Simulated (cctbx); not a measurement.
# Which space group?

Cell: a = 7.3470 Å, b = 22.2190 Å, c = 6.1690 Å, α = 90.00°, β = 117.45°, γ = 90.00°. Expected content of the cell: Tl8 Rb8 Ge4 S8 O8.

Simulated single-crystal data (cctbx): Mo Kα, λ = 0.71073 Å, to d = 0.75 Å, 50 % of the full sphere, strongest reflection 20000 counts, noise from counting, a 6 % proportional error and a noise floor of 8 counts (s.d.); no absorption, some extinction.

Tests on the unmerged data give:

```text
4470 reflections to d = 0.750 A
centring   violations  <I/sigma> of those
    A        849 of  2216      5.0
    B        849 of  2216      5.0
    C          0 of  2234      0.0
    I        880 of  2227      5.1
    R       1169 of  2973      5.0
    F        849 of  3333      3.3
Laue class    unique    Rint  (classes that these axes allow; Friedel mates merged)
C 1 2/m 1        1067   0.040
space group    extra absences  I>4sigma  <I/sigma>
C 1 2 1                 0          0         -  acentric
C 1 m 1                 0          0         -  acentric
C 1 c 1                33          0      -0.0  acentric
C 1 n 1                33          0      -0.0  acentric
C 1 2/m 1               0          0         -  centric
C 1 2/c 1              33          0      -0.0  centric
C 1 2/n 1              33          0      -0.0  centric
Wilson B = 0.79 A^2   <|E^2-1|> = 0.904 (0.968 centric, 0.736 acentric)   E^2>4: 3.6 %
shell (A)         n   <I/sigma>
 6.26 - 1.49    138     16.3
 1.49 - 1.19    135     13.9
 1.19 - 1.04    126     13.6
 1.04 - 0.94    140     13.7
 0.94 - 0.88    120     12.0
 0.88 - 0.83    127     12.6
 0.83 - 0.78    137     12.3
 0.78 - 0.75    144     11.8
```

**Question.** What are the lattice type, the Laue class and the likely space group?

The reflections that C centring forbids are absent (⟨I/σ⟩ near 0), so the lattice is C.

Only C 1 2/m 1 fits these axes (Rint 0.040); a search for a hidden higher lattice was not made.

7 settings pass the absence test. The most absences obeyed, 33, belong to C 1 c 1, C 1 n 1, C 1 2/c 1 and C 1 2/n 1, which absences can't tell apart.

⟨|E²−1|⟩ = 0.904 leans to a centrosymmetric structure. The Wilson B of 0.79 Å² means U ≈ 0.0100 Å².

The true group is C2/c (no. 15), Laue class 2/m, centrosymmetric. The tables only narrow the choice to the tied entries; cell content, site symmetry and trial solutions must settle it.

The model was made for the exercise: a known structure type with other elements put in, its volume estimated, not relaxed; displacement parameters are assumed.

[Logs are printed without paths, hosts, clocks, repeated set-up lines and the standing remarks that a program may print on its own settings, such as how far it seeks lower states.]
